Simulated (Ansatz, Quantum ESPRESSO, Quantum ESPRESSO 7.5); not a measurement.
## Ballistic transmission: Rh(111) with two reversed steps (an extrinsic fault)

Wanted: the transmission near the Fermi level and the conductance of this junction: Rh(111) with two reversed steps (an extrinsic fault).

Calculated with Quantum ESPRESSO 7.5; plane-wave DFT, PBEsol, GBRV ultrasoft pseudopotentials (cross-check by Ansatz 0.2.0 with PAW datasets).

**1. The starting structure**

The cell holds 22 atoms: 22 Rh. Its edges and angles: a = 2.708 Å, b = 2.708 Å, c = 48.648 Å, α = 90.0°, β = 90.0°, γ = 60.0°. It derives from Rh. Regions: left lead, 9 atoms (9 Rh); channel, 4 atoms (4 Rh); right lead, 9 atoms (9 Rh). The structure is stacked along c, and the current runs across the ab planes.

**2. Ground state**

One periodic cell holds a stretch of lead, the junction and more lead; the atoms stay as built.

File scf.in:

```
&control
  prefix = 'scf'
  outdir = './out'
  pseudo_dir = './pseudo'
  calculation = 'scf'
  tprnfor = .true.
/
&system
  ibrav = 0
  nat = 22
  ntyp = 1
  ecutwfc = 40
  ecutrho = 200
  occupations = 'smearing'
  smearing = 'mv'
  degauss = 0.01
/
&electrons
  conv_thr = 1e-07
  mixing_beta = 0.25
  electron_maxstep = 120
  mixing_mode = 'local-TF'
/
ATOMIC_SPECIES
  Rh  102.9055  rh_pbesol_v1.4.uspp.F.UPF
CELL_PARAMETERS angstrom
  2.70821897194448 0.00000000000000 0.00000000000000
  1.35410948597224 2.34538642871489 0.00000000000000
  0.00000000000000 0.00000000000000 48.64753368191787
ATOMIC_POSITIONS crystal
  Rh  0.000000000000 0.000000000000 0.000000000000
  Rh  0.333333333000 0.333333333000 0.045454545455
  Rh  0.666666667000 0.666666667000 0.090909090909
  Rh  0.000000000000 0.000000000000 0.136363636364
  Rh  0.333333333000 0.333333333000 0.181818181818
  Rh  0.666666667000 0.666666667000 0.227272727273
  Rh  0.000000000000 0.000000000000 0.272727272727
  Rh  0.333333333000 0.333333333000 0.318181818182
  Rh  0.666666667000 0.666666667000 0.363636363636
  Rh  0.333333333000 0.333333333000 0.409090909091
  Rh  0.000000000000 0.000000000000 0.454545454545
  Rh  0.333333333000 0.333333333000 0.500000000000
  Rh  0.666666667000 0.666666667000 0.545454545455
  Rh  0.000000000000 0.000000000000 0.590909090909
  Rh  0.333333333000 0.333333333000 0.636363636364
  Rh  0.666666667000 0.666666667000 0.681818181818
  Rh  0.000000000000 0.000000000000 0.727272727273
  Rh  0.333333333000 0.333333333000 0.772727272727
  Rh  0.666666667000 0.666666667000 0.818181818182
  Rh  0.000000000000 0.000000000000 0.863636363636
  Rh  0.333333333000 0.333333333000 0.909090909091
  Rh  0.666666667000 0.666666667000 0.954545454545
K_POINTS automatic
  10 10 1 0 0 0
```

On the command line:

```sh
$ OMP_NUM_THREADS=1 mpirun -n 8 pw.x -nk 4 -in scf.in > scf.out
```

Log:

```text
Program PWSCF v.7.5 starts
[citation notice left out]

     Parallel version (MPI & OpenMP), running on       8 processor cores
     Number of MPI processes:                 8
     Threads/MPI process:                     1

     MPI processes distributed on     1 nodes
[...]
Current dimensions of program PWSCF are:
     Max number of different atomic species (ntypx) = 10
     Max number of k-points (npk) =  40000
     Max angular momentum in pseudopotentials (lmaxx) =  4
     Message from routine setup:
     using ibrav=0 with symmetry is DISCOURAGED, use correct ibrav instead

     K-points division:     npool     =       4
     R & G space division:  proc/nbgrp/npool/nimage =       2
     Subspace diagonalization in iterative solution of the eigenvalue problem:
     a serial algorithm will be used

     Parallelization info
     --------------------
     sticks:   dense  smooth     PW     G-vecs:    dense   smooth      PW
     Min         180     147     45                49860    35684    6566
     Max         181     148     46                49901    35697    6575
     Sum         361     295     91                99761    71381   13141

     Using Slab Decomposition

     bravais-lattice index     =            0
     lattice parameter (alat)  =       5.1178  a.u.
     unit-cell volume          =    2085.2379 (a.u.)^3
     number of atoms/cell      =           22
     number of atomic types    =            1
     number of electrons       =       330.00
     number of Kohn-Sham states=          198
     kinetic-energy cutoff     =      40.0000  Ry
     charge density cutoff     =     200.0000  Ry
     scf convergence threshold =      1.0E-07
     mixing beta               =       0.2500
     number of iterations used =            8  local-TF  mixing
     Exchange-correlation= SLA  PW   PSX  PSC
                           (   1   4  10   8   0   0   0)

     celldm(1)=   5.117792  celldm(2)=   0.000000  celldm(3)=   0.000000
     celldm(4)=   0.000000  celldm(5)=   0.000000  celldm(6)=   0.000000

     crystal axes: (cart. coord. in units of alat)
               a(1) = (   1.000000   0.000000   0.000000 )
               a(2) = (   0.500000   0.866025   0.000000 )
               a(3) = (   0.000000   0.000000  17.962925 )

     reciprocal axes: (cart. coord. in units 2 pi/alat)
               b(1) = (  1.000000 -0.577350  0.000000 )
               b(2) = (  0.000000  1.154701  0.000000 )
               b(3) = (  0.000000  0.000000  0.055670 )

     PseudoPot. # 1 for Rh read from file:
     ./pseudo/rh_pbesol_v1.4.uspp.F.UPF
     Pseudo is Ultrasoft + core correction, Zval = 15.0
     Generated by new atomic code, or converted to UPF format
     Using radial grid of  969 points,  7 beta functions with:
                l(1) =   0
                l(2) =   0
                l(3) =   1
                l(4) =   1
                l(5) =   2
                l(6) =   2
                l(7) =   2
     Q(r) pseudized with  8 coefficients,  rinner =    1.200   1.200   1.200
                                                       1.200   1.200

     atomic species   valence    mass     pseudopotential
     Rh               15.00   102.90550     Rh( 1.00)

      6 Sym. Ops. (no inversion) found

   Cartesian axes

     site n.     atom                  positions (alat units)
         1        Rh     tau(   1) = (   0.0000000   0.0000000   0.0000000  )
         2        Rh     tau(   2) = (   0.5000000   0.2886751   0.8164966  )
         3        Rh     tau(   3) = (   1.0000000   0.5773503   1.6329932  )
         4        Rh     tau(   4) = (   0.0000000   0.0000000   2.4494897  )
         5        Rh     tau(   5) = (   0.5000000   0.2886751   3.2659863  )
         6        Rh     tau(   6) = (   1.0000000   0.5773503   4.0824829  )
         7        Rh     tau(   7) = (   0.0000000   0.0000000   4.8989795  )
         8        Rh     tau(   8) = (   0.5000000   0.2886751   5.7154761  )
         9        Rh     tau(   9) = (   1.0000000   0.5773503   6.5319726  )
        10        Rh     tau(  10) = (   0.5000000   0.2886751   7.3484692  )
        11        Rh     tau(  11) = (   0.0000000   0.0000000   8.1649658  )
        12        Rh     tau(  12) = (   0.5000000   0.2886751   8.9814624  )
        13        Rh     tau(  13) = (   1.0000000   0.5773503   9.7979590  )
        14        Rh     tau(  14) = (   0.0000000   0.0000000  10.6144556  )
        15        Rh     tau(  15) = (   0.5000000   0.2886751  11.4309521  )
        16        Rh     tau(  16) = (   1.0000000   0.5773503  12.2474487  )
        17        Rh     tau(  17) = (   0.0000000   0.0000000  13.0639453  )
        18        Rh     tau(  18) = (   0.5000000   0.2886751  13.8804419  )
        19        Rh     tau(  19) = (   1.0000000   0.5773503  14.6969385  )
        20        Rh     tau(  20) = (   0.0000000   0.0000000  15.5134350  )
        21        Rh     tau(  21) = (   0.5000000   0.2886751  16.3299316  )
        22        Rh     tau(  22) = (   1.0000000   0.5773503  17.1464282  )

     number of k points=    14  Marzari-Vanderbilt smearing, width (Ry)=  0.0100
                       cart. coord. in units 2pi/alat
        k(    1) = (   0.0000000   0.0000000   0.0000000), wk =   0.0200000
        k(    2) = (   0.0000000   0.1154701   0.0000000), wk =   0.1200000
        k(    3) = (   0.0000000   0.2309401   0.0000000), wk =   0.1200000
        k(    4) = (   0.0000000   0.3464102   0.0000000), wk =   0.1200000
        k(    5) = (   0.0000000   0.4618802   0.0000000), wk =   0.1200000
        k(    6) = (   0.0000000  -0.5773503   0.0000000), wk =   0.0600000
        k(    7) = (   0.1000000   0.1732051   0.0000000), wk =   0.1200000
        k(    8) = (   0.1000000   0.2886751   0.0000000), wk =   0.2400000
        k(    9) = (   0.1000000   0.4041452   0.0000000), wk =   0.2400000
        k(   10) = (   0.1000000  -0.6350853   0.0000000), wk =   0.2400000
[...]
k(   14) = (   0.3000000  -0.6350853   0.0000000), wk =   0.1200000

     Dense  grid:    99761 G-vectors     FFT dimensions: (  24,  24, 432)

     Smooth grid:    71381 G-vectors     FFT dimensions: (  24,  24, 375)

     Estimated max dynamical RAM per process >     221.80 MB

     Estimated total dynamical RAM >       1.66 GB

     Initial potential from superposition of free atoms

     starting charge     318.9980, renormalised to     330.0000

     negative rho (up, down):  1.275E+00 0.000E+00
     Starting wfcs are  264 randomized atomic wfcs

     total cpu time spent up to now is       11.5 secs

[...]
-25.7275 -25.7225 -25.7221 -25.7147 -25.7095 -25.7074 -25.7049 -25.7026
   -25.6980 -25.6920  14.7696  14.7809  14.8608  14.8765  15.0174  15.0283
    15.1569  15.1859  15.1889  15.2003  15.2138  15.2247  15.2433  15.2483
    15.3103  15.4538  15.4626  15.5353  15.5734  15.6251  15.6700  15.7085
    15.7391  15.8843  15.9063  15.9617  15.9804  16.1500  16.1596  16.2289
    16.2451  16.4689  16.5473  16.7553  16.9156  16.9373  16.9975  17.1023
    17.2378  17.3210  17.3556  17.4187  17.5100  17.6063  17.6260  17.7121
    17.8004  17.8626  17.8748  17.9164  17.9208  17.9234  17.9418  17.9507
    17.9676  17.9870  18.0449  18.0731  18.0845  18.1476  18.1487  18.1844
    18.2503  18.2750  18.3952  18.4666  18.5357  18.6397  18.7135  18.7145
    18.8191  18.9010  19.0665  19.0815  19.0881  19.2027  19.2673  19.3342
    19.4198  19.4537  19.4677  19.5608  19.6991  19.7621  19.8207  19.8326
    19.8671  19.8760  19.9068  19.9078  19.9125  19.9426  19.9486  19.9577
    19.9649  19.9679  19.9974  20.0209  20.0434  20.0795  20.0940  20.2061
    20.2399  20.3195  20.4157  20.4434  20.4752  20.4781  20.5050  20.5508
    20.5869  20.6663  20.7814  20.8651  21.0635  21.0966  21.1155  21.2697
    21.3096  21.3697  21.4765  21.9229  22.6496  22.8433  23.8107  23.9409
    24.8022  25.3217  25.8171  26.7420  26.8642  27.6962

          k = 0.0000 0.4619 0.0000 (  8947 PWs)   bands (ev):

   -26.2903 -26.2776 -26.2730 -26.2727 -26.2600 -26.2544 -26.2505 -26.2420
   -26.2397 -26.2354 -26.2266 -26.2175 -26.2158 -26.2061 -26.1946 -26.1875
   -26.1858 -26.1761 -26.1716 -26.1618 -26.1528 -26.1459 -26.0373 -26.0224
   -25.9977 -25.9892 -25.9495 -25.9451 -25.9135 -25.8981 -25.8921 -25.8844
   -25.8796 -25.8768 -25.8730 -25.8674 -25.8669 -25.8610 -25.8568 -25.8530
   -25.8499 -25.8442 -25.8396 -25.8341 -25.8324 -25.8242 -25.8133 -25.8120
   -25.8028 -25.7941 -25.7918 -25.7827 -25.7820 -25.7722 -25.7635 -25.7628
   -25.7552 -25.7516 -25.7482 -25.7407 -25.7363 -25.7348 -25.7300 -25.7274
   -25.7258 -25.7192  14.7080  14.7215  14.7324  14.7512  14.7720  14.8314
    14.8414  14.8726  14.9019  14.9375  15.0332  15.0429  15.0717  15.0909
    15.1017  15.1179  15.1441  15.2596  15.2759  15.3162  15.3315  15.3398
    15.3941  15.4283  15.5054  15.5766  15.5953  15.6509  15.6924  15.7880
    15.9676  16.0844  16.3486  16.6086  16.6354  16.8159  17.0500  17.1049
    17.2720  17.3823  17.5037  17.5785  17.6451  17.6818  17.6886  17.7136
    17.7747  17.7781  17.8468  17.8542  17.9647  17.9778  18.0859  18.1102
    18.1664  18.2147  18.2507  18.4219  18.4636  18.5730  18.6089  18.6183
    18.8406  18.8466  19.0454  19.0897  19.1282  19.2633  19.3217  19.5020
    19.5996  19.6785  19.7505  19.8364  19.9450  19.9626  20.1665  20.3219
    20.3301  20.3428  20.5987  20.6442  20.7339  20.7726  20.7763  20.7877
    20.7938  20.8024  20.8247  20.8342  20.8802  20.8821  20.8906  20.9182
    20.9368  20.9704  20.9916  21.0205  21.0402  21.0415  21.0627  21.0802
    21.0910  21.1097  21.1232  21.1318  21.1684  21.1878  21.2481  21.3032
    21.3408  21.4191  21.4572  21.5242  21.6277  21.7871  21.9075  21.9546
    21.9966  22.0285  22.3009  22.5891  23.3581  23.6543  24.5852  24.7711
    25.8332  25.8956  26.9854  27.0076  27.8826  27.9454

          k = 0.0000-0.5774 0.0000 (  8946 PWs)   bands (ev):

   -26.3357 -26.3227 -26.3208 -26.3153 -26.3067 -26.3004 -26.2823 -26.2806
   -26.2777 -26.2747 -26.2646 -26.2627 -26.2533 -26.2435 -26.2399 -26.2379
   -26.2252 -26.2174 -26.2149 -26.2146 -26.2065 -26.2053 -25.9699 -25.9375
   -25.9267 -25.9246 -25.9219 -25.9183 -25.9121 -25.9098 -25.9070 -25.8999
   -25.8934 -25.8932 -25.8915 -25.8912 -25.8880 -25.8852 -25.8835 -25.8729
   -25.8712 -25.8701 -25.8537 -25.8508 -25.8486 -25.8347 -25.8321 -25.8301
   -25.8094 -25.8084 -25.8055 -25.8029 -25.7881 -25.7879 -25.7761 -25.7715
   -25.7676 -25.7649 -25.7574 -25.7512 -25.7480 -25.7445 -25.7398 -25.7371
   -25.7371 -25.7302  14.5097  14.5573  14.5696  14.6183  14.6892  14.7014
    14.7191  14.7277  14.7906  14.8766  14.8889  14.8951  14.9093  14.9134
    14.9634  15.0134  15.0571  15.1363  15.1366  15.1473  15.2108  15.2584
    15.3180  15.3595  15.3748  15.3756  15.4288  15.4674  15.5679  15.6715
    15.6921  16.0965  16.1440  16.5723  16.5791  16.8956  16.9507  17.1069
    17.1522  17.2499  17.3763  17.4567  17.5356  17.5771  17.5906  17.6461
    17.6520  17.8184  17.8198  18.0410  18.0957  18.0975  18.0992  18.2740
    18.3153  18.3206  18.4317  18.4693  18.4707  18.8781  18.9199  18.9217
    18.9248  18.9387  18.9477  19.4301  19.4344  19.6206  19.6412  19.7154
    19.7215  19.9621  19.9656  20.4273  20.4662  20.4684  20.4706  20.5338
    20.5483  20.8815  20.8836  21.1256  21.1271  21.1878  21.1958  21.2014
    21.2109  21.2114  21.2216  21.2242  21.2398  21.2417  21.2456  21.2605
    21.2679  21.2755  21.3011  21.3104  21.3377  21.3503  21.3771  21.3952
    21.4226  21.4316  21.4492  21.4525  21.4812  21.5299  21.5620  21.5866
    21.5988  22.1335  22.2489  22.8905  22.9371  23.2448  23.6631  23.8584
    23.9187  24.0384  24.2658  24.3023  24.4484  24.4547  24.6996  24.7020
    24.7887  24.8288  24.9319  24.9332  24.9681  25.1671

[...]
the Fermi energy is    20.6834 ev

!    total energy              =   -3765.48801182 Ry
     estimated scf accuracy    <       0.00000002 Ry
     smearing contrib. (-TS)   =      -0.00203209 Ry
     internal energy E=F+TS    =   -3765.48597973 Ry

     The total energy is F=E-TS. E is the sum of the following terms:
     one-electron contribution =    -532.02244057 Ry
     hartree contribution      =     556.71520307 Ry
     xc contribution           =    -654.49486330 Ry
     ewald contribution        =   -3135.68387894 Ry

     convergence has been achieved in  12 iterations

     negative rho (up, down):  1.314E+00 0.000E+00

     Forces acting on atoms (cartesian axes, Ry/au):

     atom    1 type  1   force =     0.00000000    0.00000000   -0.00014325
     atom    2 type  1   force =     0.00000000    0.00000000    0.00019121
     atom    3 type  1   force =     0.00000000    0.00000000   -0.00013306
     atom    4 type  1   force =     0.00000000    0.00000000   -0.00020502
     atom    5 type  1   force =     0.00000000    0.00000000    0.00011387
     atom    6 type  1   force =     0.00000000    0.00000000   -0.00004825
     atom    7 type  1   force =     0.00000000    0.00000000    0.00211100
     atom    8 type  1   force =     0.00000000    0.00000000   -0.00441928
     atom    9 type  1   force =     0.00000000    0.00000000    0.00267673
     atom   10 type  1   force =     0.00000000    0.00000000   -0.00000104
     atom   11 type  1   force =     0.00000000    0.00000000   -0.00267884
     atom   12 type  1   force =     0.00000000    0.00000000    0.00441643
     atom   13 type  1   force =     0.00000000    0.00000000   -0.00211323
     atom   14 type  1   force =     0.00000000    0.00000000    0.00004650
     atom   15 type  1   force =     0.00000000    0.00000000   -0.00011581
     atom   16 type  1   force =     0.00000000    0.00000000    0.00020408
     atom   17 type  1   force =     0.00000000    0.00000000    0.00013297
     atom   18 type  1   force =     0.00000000    0.00000000   -0.00018966
     atom   19 type  1   force =     0.00000000    0.00000000    0.00014650
     atom   20 type  1   force =     0.00000000    0.00000000   -0.00005054
     atom   21 type  1   force =     0.00000000    0.00000000    0.00000259
     atom   22 type  1   force =     0.00000000    0.00000000    0.00005610

     Total force =     0.007910     Total SCF correction =     0.000415

[...]
=------------------------------------------------------------------------------=
   JOB DONE.
=------------------------------------------------------------------------------=
```

Run time: 5.9 min. Hardware: 8 MPI ranks of Arm Neoverse N1, shared host; peak memory 2 GiB; 47 min of CPU time.

Numbers from this step:

| Property | Result |
| --- | --- |
| free energy | -51232.0743 eV |
| Fermi energy | 20.68 eV |

The program's own clock; routines nest. Time by routine:

| routine | wall time (s) | calls |
| --- | --- | --- |
| PWSCF | 352.8 | 1 |
| electrons | 336.2 | 1 |
| c_bands | 299.3 | 12 |
| cegterg | 286.2 | 48 |
| h_psi | 156.3 | 168 |
| fftw | 100.5 | 57874 |
| vloc_psi | 91.44 | 168 |
| calbec | 48.79 | 232 |
| sum_band | 33.36 | 12 |
| h_psi:calbec | 32.04 | 168 |
| add_vuspsi | 32 | 168 |
| s_psi | 31.92 | 168 |
| cdiaghg | 16.55 | 164 |
| init_run | 11.39 | 1 |

The run needed 12 iterations to bring the estimated error under 1e-07 Ry; the largest force on any atom, held or free, is 0.11 eV/Å.

[end of part 1 of 4]

[Logs are printed without paths, hosts, clocks, repeated set-up lines and the standing remarks that a program may print on its own settings, such as how far it seeks lower states.]

[Hosts, paths, dates, database ids (printed as entryN), source tags and the programs' standing remarks are cut or masked in the printed files.]

[Maps of the electrostatic potential energy from Ansatz leave out the sawtooth potential of an applied field or a dipole correction, so their vacuum need not be flat; planar profiles and work functions include it.]
